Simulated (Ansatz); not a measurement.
# BPb2BrN2 (built on the sites of a database entry of Sr2BBrN2): from the cell to its phonons, part 2 of 3

Task: relax BPb2BrN2 (built on the sites of a database entry of Sr2BBrN2), then find its harmonic phonons.

Ansatz 0.2.0; DFT PBEsol, scalar-relativistic, plane waves, PAW.

So far: Set-up; Coarse relaxation; Relaxation. The relaxed cell has a = 3.903, c = 28.429 Å (conventional setting).

The structure was built from a prototype and need not be the compound's stable phase.

## (4) Relaxing to small forces for the phonons

Phonons need a cell at rest on their own settings, so the relaxation is repeated with tight tolerances on forces and stress, using the mesh and the filling of the phonon run that follows.

input.yaml

```yaml
crystal:
  lattice:
    - [1.9514134123, 1.1266490589, 9.476272216]
    - [-1.9514134123, 1.1266490589, 9.476272216]
    - [0.0, -2.2532981178, 9.476272216]
  atoms:
    - { symbol: Pb, position: [0.2509903369, 0.2509903369, 0.2509903369] }
    - { symbol: Pb, position: [0.7490096631, 0.7490096631, 0.7490096631] }
    - { symbol: B, position: [0.5, 0.5, 0.5] }
    - { symbol: Br, position: [0.0, 0.0, 0.0] }
    - { symbol: "N", position: [0.4525803466, 0.4525803466, 0.4525803466] }
    - { symbol: "N", position: [0.5474196534, 0.5474196534, 0.5474196534] }
kpoints:
  mp_grid: { grid: [9, 9, 9] }
hamiltonian:
  xc: pbesol
scf:
  occupations: { method: fixed }
output:
  forces: true
  stress: true
  eigenvalues: true
  write_density: true
  write_potential: true
  elf: true
  volumetric_format: npy
relax:
  adjacent_minimum: "off"
  f_tol: 0.001
  max_steps: 60
  cell: { stress_tol: 0.01 }
```

Started as:

```console
ansatz run input.yaml --threads 8 --pin off --max-ram 14336MiB --backend cpu --events-out ev --progress --plain --runs-dir out
```

Numbers of over 12 decimals in the logs are rounded to 6 here.

Output:

```text
[...]
Crystal: 6 atoms, lattice volume = 125.005 Å³
Basis set: ecut = 420 eV, 2479 PW (Γ), FFT grids on a1−a2, a2, −a2+a3, exchange–correlation on 54×144×54 points (8 copies of the dense FFT grid, shifted against one another)
Bands: 30, of which v1, the nominal top of the filled ones, is band 24 counted from 1 (23 counted from 0)
Symmetry: 12 space group operations
[...]
- [1.951496, 1.126697, 9.473145]
    - [-1.951496, 1.126697, 9.473145]
    - [-1.0097817657559178e-19, -2.253393, 9.473145]
  atoms:
    - { symbol: Pb, position: [0.251002, 0.251002, 0.251002] }
    - { symbol: Pb, position: [0.748998, 0.748998, 0.748998] }
    - { symbol: B, position: [0.500000, 0.500000, 0.500000] }
    - { symbol: Br, position: [0, 0, 0] }
    - { symbol: N, position: [0.452565, 0.452565, 0.452565] }
    - { symbol: N, position: [0.547435, 0.547435, 0.547435] }
[key lines of the parts left out:]
SCF converged after 6 iterations
Free energy (F): -27157.615159 eV
Fermi energy:    6.390340 eV
P = ⅓ Tr σ = 0.0001 GPa (0.001 kbar)
```

It took 10 s on 8 threads of Arm Neoverse V2, shared host; peak memory 0.71 GiB.

Little changed from the start: no atom moved by 0.005 Å and no cell edge by 0.1 %.

This step gave:

* pressure: 1.15e-4 GPa

Electrostatic potential energy in the ac plane of the cell as run, not the conventional one, at fractional y = 0.500, with atoms of B and N within 0.2 Å of it. With pseudopotentials it is smooth inside the atoms' cores, unlike the true potential.

Ten even steps from '_' (-46 eV) to '@' (11 eV), each cell a mean:
```
@@@@@@@@@@%%##**##%%@@@@@@@@@@@@@@@@%%##++==**%%@@@@@@
@@@@@@@@@@@@@@%%%%%%%%@@@@@@@@@@@@@@@@%%**==--++%%@@@@
@@@@@@@@@@@@@@@@%%%%%%@@@@@@@@@@@@@@@@@@%%**==--++##@@
@@@@@@@@@@@@@@@@@@@@@@@@@@@@@@@@@@@@@@@@@@%%**==--++##
%%@@@@@@@@@@@@@@@@@@@@@@@@@@@@@@@@@@@@@@@@@@%%##==--++
**%%@@@@@@@@@@@@@@@@%%%%@@@@@@@@@@@@@@@@@@@@@@@@##++==
**##%%@@@@@@@@%%%%%%%%****%%@@@@@@@@@@@@@@@@@@@@@@%%**
####%%@@@@@@@@%%##**##**::--##@@@@@@@@@@@@@@@@@@@@@@%%
@@%%%%%%@@@@%%%%%%++==++==__..++@@@@@@@@@@@@@@@@@@@@@@
@@@@@@%%@@@@%%**##**::..----____==@@@@@@@@@@@@@@@@@@@@
@@@@@@@@@@@@@@##--==++..__::::____==%%@@@@@@@@@@@@@@@@
@@@@@@@@@@@@@@@@++__..--____..--____++@@@@@@@@@@@@@@@@
@@@@@@@@@@@@@@@@%%==____--..__..==::::**@@@@@@@@@@@@@@
@@@@@@@@@@@@@@@@@@%%--____--::__::**++++%%@@@@@@@@@@@@
@@@@@@@@@@@@@@@@@@@@%%==____====::==####%%@@@@%%%%%%@@
@@@@@@@@@@@@@@@@@@@@@@@@++....++**++**%%@@@@@@@@%%%%%%
##%%@@@@@@@@@@@@@@@@@@@@@@##====##%%##%%@@@@@@@@%%####
++**%%@@@@@@@@@@@@@@@@@@@@@@%%####%%@@%%%%@@@@@@@@%%**
++==++##@@@@@@@@@@@@@@@@@@@@@@@@%%@@@@@@@@@@@@@@@@@@%%
##++--==##%%@@@@@@@@@@@@@@@@@@@@@@@@@@@@@@@@@@@@@@@@@@
@@##==--==**%%@@@@@@@@@@@@@@@@@@%%@@@@@@@@@@@@@@@@@@@@
@@@@##++--==##%%@@@@@@@@@@@@@@@@%%%%%%%%@@@@@@@@@@@@@@
@@@@@@%%++====##%%@@@@@@@@@@@@@@@@%%####%%@@@@@@@@@@@@
@@@@@@@@%%**++**##@@@@@@@@@@@@@@@@%%%%****##%%@@@@@@@@
```
Columns run along a (9.7 Å; values clipped at the 3rd and 97th percentile), rows up along c (9.7 Å). Atoms in or near the plane, at fractional coordinates: B at (0.50, 0.50), N at (0.45, 0.45), N at (0.55, 0.55).

ELF in the ac plane of the cell as run, not the conventional one, at fractional y = 0.500, with atoms of B and N within 0.2 Å of it. It is the smooth field of the valence electrons, not physical close to the nuclei.

Ten even steps from '0' (0.02) to '9' (0.82), each cell a mean:
```
000012344421000001345442100
000011223332000000135554310
000112332222100001113555431
111123455422100001111355543
311233467774210000111134554
422344457899731000012112455
432356656899985100001211245
442257775689899720000111123
333237898548967983000011101
122225999943895598300000000
001112799994179559830000000
000011389779516966983000000
000000038956961598897211000
000000004994596259999522210
100000000489569835999842232
311111000038988985688863234
432111100002799998667764234
554211210000158999865554224
455421121000013688765443223
345543111100001246665322111
134554311110001222344321101
013455431100000222222211000
001345543100000123332210000
000124454310000013444321000
```
Columns run along a (9.7 Å), rows up along c (9.7 Å). Atoms in or near the plane, at fractional coordinates: B at (0.50, 0.50), N at (0.45, 0.45), N at (0.55, 0.55).

Valence density in the ac plane of the cell as run, not the conventional one, at fractional y = 0.500, with atoms of B and N within 0.2 Å of it. It is the smooth field of the valence electrons, not physical close to the nuclei.

Ten even steps from '0' (0.0 e/Å³) to '9' (3.5 e/Å³), each cell a mean:
```
000000111000000000012210000
000000001000000000001231000
000000000000000000000133200
000000000000000000000013320
000000000110000000000001231
100000000122100000000000122
110000000123320000000000001
010001111123663100000000000
000001111112588410000000000
000001233221369951000000000
000000135542137995100000000
000000014875213698410000000
000000001599631257631000000
000000000169963123442100000
000000000015995311222100000
000000000001477421111110000
100000000000135521100000011
110000000000001331100000001
122100000000000111100000000
123210000000000001100000000
012321000000000000000000000
000232100000000000000000000
000012210000000000110000000
000001211000000000011100000
```
Columns run along a (9.7 Å), rows up along c (9.7 Å). Atoms in or near the plane, at fractional coordinates: B at (0.50, 0.50), N at (0.45, 0.45), N at (0.55, 0.55).

The largest force component left is 0.16 meV/Å and the pressure is 0.000 GPa, within the tolerances set. The cell now holds 20.83 Å³/atom.

## (5) Zone-centre response

The zone centre is the only wavevector solved here; it holds the modes that light can see, as far as symmetry allows. The response to a homogeneous field gives the Born charges and the dielectric tensor.

input.yaml

```yaml
crystal:
  lattice:
    - [1.9514956008, 1.1266965104, 9.4731445083]
    - [-1.9514956008, 1.1266965104, 9.4731445083]
    - [0.0, -2.2533930209, 9.4731445083]
  atoms:
    - { symbol: Pb, position: [0.2510017237, 0.2510017237, 0.2510017237] }
    - { symbol: Pb, position: [0.7489982763, 0.7489982763, 0.7489982763] }
    - { symbol: B, position: [0.5, 0.5, 0.5] }
    - { symbol: Br, position: [0.0, 0.0, 0.0] }
    - { symbol: "N", position: [0.4525650822, 0.4525650822, 0.4525650822] }
    - { symbol: "N", position: [0.5474349178, 0.5474349178, 0.5474349178] }
kpoints:
  mp_grid: { grid: [9, 9, 9] }
hamiltonian:
  xc: pbesol
scf:
  occupations: { method: fixed }
output:
  eigenvalues: true
phonons:
  method: dfpt
  dielectric: true
  rigid_motions: translations
```

Output:

```text
[...]
Crystal: 6 atoms, lattice volume = 124.974 Å³
Basis set: ecut = 420 eV, 2479 PW (Γ), exchange–correlation on 144×144×144 points (8 copies of the dense FFT grid, shifted against one another)
Bands: 30, of which v1, the nominal top of the filled ones, is band 24 counted from 1 (23 counted from 0)
Symmetry: 12 space group operations
k-points: 205 of 729 (irreducible under 2 space group operations, time reversal used)
[...]
SCF iter   1: F=—  HF=-27157.649715 eV  |F-HF|=—  |Δ(HF+E_count)|=         —  Δρ=9.88e-3  dr2=1.77e-1  ethr=1.77e-3  ⟨swp⟩=5.2  Hψ=23458  notcnv=0  defer=793
[...]
SCF iter  10: F=-27157.615159 eV  HF=-27157.615159 eV  |F-HF|=1.46e-11  |Δ(HF+E_count)|=  3.46e-10  Δρ=1.08e-7  dr2=2.15e-11  ethr=1.00e-12  ⟨swp⟩=14.5  Hψ=45357  notcnv=0
SCF 1 converged in 10 iterations: F = -27157.615159 eV  dr2 = 2.15e-11
[...]
NSCF: frozen V_eff on 10 k-points
DFPT response loops at Γ: preconditioner auto → Resta (q_TF=auto, 2.326 Å⁻¹)  ε∞=6.5 (no band partly filled); β = 1.00, the filter's whole step (`scf.mixing.beta` (0.50) is not read by the response loops at its default; to damp them type it under 1.00, their step now; it binds the ground state too); Broyden in place of MSR1
── the response to a field inside a basis, on 10×10×10 k-points: an SCF that follows is theirs, and a resumed run solves both again ──
Bands: 25, of which v1, the nominal top of the filled ones, is band 24 counted from 1 (23 counted from 0)
k-points: 110 of 1000
[...]
Eigensolver: Dense (110 Hₖ)
SCF iter   1: F=—  HF=-27157.594658 eV  |F-HF|=—  |Δ(HF+E_count)|=         —  Δρ=1.48e-4  dr2=7.05e-6  ethr=1.00e-1
[...]
SCF iter   4: F=-27157.594664 eV  HF=-27157.594664 eV  |F-HF|=1.14e-8  |Δ(HF+E_count)|=   3.70e-7  Δρ=2.73e-6  dr2=1.09e-8  ethr=7.44e-10
SCF 1 converged in 4 iterations: F = -27157.594664 eV  dr2 = 1.09e-8
[...]
SCF converged after 10 iterations
Free energy (F): -27157.615159 eV
[...]
Internal energy: -27157.615159 eV  (E = F + TS)
E sigma→0 (E₀):  -27157.615159 eV
Fermi energy:    6.390340 eV
[...]
--- Band table (eV; the first three rows and the last of 205) ---
  k-point 0: bands = [... 20 lower, 5.1961, 5.4533, 5.4533, 5.7413, 7.7901, 10.3977, 11.7424, 11.7424, ... 2 higher]
  k-point 1: bands = [... 20 lower, 4.9969, 5.0428, 5.4457, 6.2610, 8.2508, 10.1623, 10.9245, 11.4448, ... 2 higher]
  k-point 2: bands = [... 20 lower, 4.7345, 4.9993, 5.3683, 6.2516, 8.8265, 10.1738, 10.3402, 11.0374, ... 2 higher]
  k-point 204: bands = [... 20 lower, 5.1087, 5.2780, 5.3799, 5.6917, 8.9079, 9.2432, 11.2802, 11.5325, ... 2 higher]
--- Phonons (Γ-DFPT): 8 representative perturbations + reference, on 205 of 729 k-points (Σ response iterations 27) ---
  k mesh reduced under 2 symmetry operations, with k and −k counted as one. Each operation leaves every solved perturbation unchanged. A smaller set is not considered because the run solves the response to a homogeneous field
  ASR residual: 1.079e-4 → 0.000e0 eV/Å²; symmetrization residual: 3.729e-6 eV/Å²
  ASR residual per site (eV/Å²): 4.06e-5 4.06e-5 2.20e-5 1.08e-4 2.68e-5 2.68e-5
  Γ frequencies (cm⁻¹): 0.00 0.00 0.00 35.01 35.01 66.12 66.12 104.62 107.14 195.09 195.09 238.18 238.18 275.87 534.46 534.46 1031.84 1693.55
  ε∞ (high-frequency dielectric tensor):
        6.595313     0.000000     0.000000
        0.000000     6.595313    -0.000000
        0.000000    -0.000000     8.626858
  ε⁰ (static dielectric tensor: ions relaxed, cell fixed):
       23.939642    -0.000000    -0.000000
       -0.000000    23.939642     0.000000
       -0.000000     0.000000    18.607160
  ε⁰ − ε∞ (ionic part):
       17.344328    -0.000000    -0.000000
       -0.000000    17.344328     0.000000
       -0.000000     0.000000     9.980302
  softest optical mode at Γ: 35.01 cm⁻¹; the repairs (sum rule, projections) moved no ω² at Γ by more than (1.50 cm⁻¹)²
  Born effective charges Z* (e; rows j = field, columns β = displacement):
    site 0:
         3.46180    0.00000    0.00000
        -0.00000    3.46180    0.00000
        -0.00000    0.00000    2.80918
    site 1:
         3.46180    0.00000    0.00000
        -0.00000    3.46180    0.00000
         0.00000    0.00000    2.80918
    site 2:
        -0.90390    0.00000   -0.00000
        -0.00000   -0.90390   -0.00000
        -0.00000   -0.00000    6.12970
    site 3:
        -1.60580    0.00000    0.00000
         0.00000   -1.60580    0.00000
        -0.00000    0.00000   -3.27372
    site 4:
        -2.20695    0.00000    0.00000
        -0.00000   -2.20695    0.00000
        -0.00000    0.00000   -4.23717
    site 5:
        -2.20695    0.00000    0.00000
        -0.00000   -2.20695    0.00000
        -0.00000    0.00000   -4.23717
  Z* charge neutrality: 5.663e-3 e pre-enforcement
  solved inside a basis spanned on kpoints, on 10×10×10 k-points, its susceptibility summed on 14×14×14: ε∞ is read to err by 2.9e-2, Z* by 2.3e-2 e (field_mesh: kpoints solves on kpoints); Z* is corrected for what the basis lacks
  optical modes at Γ without the LO–TO term, one row a degenerate level:
      ω (cm⁻¹)  modes    IR ((D/Å)²/amu)
         35.01      2             0.0000
         66.12      2             4.8532
        104.62      1             5.2758
        107.14      1             0.0000
        195.09      2            34.7339
        238.18      2             0.0000
        275.87      1             4.2467
        534.46      2             2.8164
       1031.84      1             0.0000
       1693.55      1           134.6606
  optical modes at Γ + LO–TO along q̂ = [1.0000, 0.0000, 0.0000]:
      ω (cm⁻¹)  modes    IR ((D/Å)²/amu)
         35.01      2             0.0000
         66.12      1             2.4266
         83.23      1             0.3836
[...]
optical modes at Γ + LO–TO along q̂ = [0.0000, 1.0000, 0.0000]:
      ω (cm⁻¹)  modes    IR ((D/Å)²/amu)
[...]
1031.84      1             0.0000
       1693.55      1           134.6606
  optical modes at Γ + LO–TO along q̂ = [0.0000, 0.0000, 1.0000]:
      ω (cm⁻¹)  modes    IR ((D/Å)²/amu)
         35.01      2             0.0000
         66.12      2             4.8532
        107.14      1             0.0000
        139.11      1             3.3625
        195.09      2            34.7339
        238.18      2             0.0000
        291.38      1             4.5783
        534.46      2             2.8164
       1031.84      1             0.0000
       1770.92      1           136.2423
```

Run time: 6 min. Hardware: 8 threads; peak memory 4 GiB; 46 min of CPU time.

This step gave:

```yaml
sum_rule_residual_before_enforcement: 1.08e-4 eV/Å²
miss_of_the_charge_sum_rule: 0.005663 e
estimated_error_of_the_dielectric_tensor: 0.02879
estimated_error_of_the_born_charges: 0.02280 e
point_group: -3m
highest_optical_mode_at_the_zone_centre_no_lo_to_term: 1694 cm⁻¹
lowest_optical_zone_centre_mode: 35.01 cm⁻¹
mean_high_frequency_dielectric_constant: 7.272
largest_born_charge_third_of_the_trace: 3.244 e
mean_static_dielectric_constant: 22.16
top_of_the_zone_centre_spectrum_with_the_field: 1771 cm⁻¹
```

Without the LO-TO term. Patterns of degenerate modes are one choice out of their space. Modes at Γ, with each element's share of the kinetic energy:

| mode | frequency (cm⁻¹) | symmetry | Pb % | B % | Br % | N % |
| --- | --- | --- | --- | --- | --- | --- |
| 1 | 0.0 | acoustic | 78 | 2 | 15 | 5 |
| 2 | 0.0 | acoustic | 78 | 2 | 15 | 5 |
| 3 | 0.0 | acoustic | 78 | 2 | 15 | 5 |
| 4 | 35.0 | Eg | 96 | 0 | 0 | 4 |
| 5 | 35.0 | Eg | 96 | 0 | 0 | 4 |
| 6 | 66.1 | Eu | 17 | 0 | 83 | 0 |
| 7 | 66.1 | Eu | 17 | 0 | 83 | 0 |
| 8 | 104.6 | A2u | 16 | 0 | 84 | 0 |
| 9 | 107.1 | A1g | 100 | 0 | 0 | 0 |
| 10 | 195.1 | Eu | 6 | 30 | 2 | 63 |
| 11 | 195.1 | Eu | 6 | 30 | 2 | 63 |
| 12 | 238.2 | Eg | 4 | 0 | 0 | 96 |
| 13 | 238.2 | Eg | 4 | 0 | 0 | 96 |
| 14 | 275.9 | A2u | 7 | 25 | 1 | 68 |
| 15 | 534.5 | Eu | 0 | 68 | 0 | 32 |
| 16 | 534.5 | Eu | 0 | 68 | 0 | 32 |
| 17 | 1031.8 | A1g | 0 | 0 | 0 | 100 |
| 18 | 1693.5 | A2u | 0 | 73 | 0 | 27 |

Displacements in mode 5 (35.0 cm⁻¹), the largest set to 1:
```
Pb1  0.00  1.00  0.00
Pb2  0.00 -1.00  0.00
B3   0.00  0.00  0.00
Br4  0.00  0.00  0.00
N5   0.00 -0.75  0.00
N6   0.00  0.75  0.00
```

Displacements in mode 12 (238.2 cm⁻¹), the largest set to 1:
```
Pb1  0.00 -0.05  0.00
Pb2  0.00  0.05  0.00
B3   0.00  0.00  0.00
Br4  0.00  0.00  0.00
N5   0.00 -1.00  0.00
N6   0.00  1.00  0.00
```

Optical modes at the zone centre, without and with the macroscopic field of the longitudinal modes; each column is sorted by frequency, so a row need not hold one and the same mode. Modes with and without the field, by row:

| rank among optical modes | no field (cm⁻¹) | q along (1, 0, 0) (cm⁻¹) | q along (0, 0, 1) (cm⁻¹) |
| --- | --- | --- | --- |
| 1 | 35 | 35 | 35 |
| 2 | 35 | 35 | 35 |
| 3 | 66.1 | 66.1 | 66.1 |
| 4 | 66.1 | 83.2 | 66.1 |
| 5 | 104.6 | 104.6 | 107.1 |
| 6 | 107.1 | 107.1 | 139.1 |
| 7 | 195.1 | 195.1 | 195.1 |
| 8 | 195.1 | 238.2 | 195.1 |
| 9 | 238.2 | 238.2 | 238.2 |
| 10 | 238.2 | 275.9 | 238.2 |
| 11 | 275.9 | 292.9 | 291.4 |
| 12 | 534.5 | 534.5 | 534.5 |
| 13 | 534.5 | 538.7 | 534.5 |
| 14 | 1032 | 1032 | 1032 |
| 15 | 1694 | 1694 | 1771 |

(Continued in part 3 of 3.)

[Logs are printed without paths, hosts, clocks, repeated set-up lines and the standing remarks that a program may print on its own settings, such as how far it seeks lower states.]

[Hosts, paths, dates, database ids (printed as entryN), source tags and the programs' standing remarks are cut or masked in the printed files.]
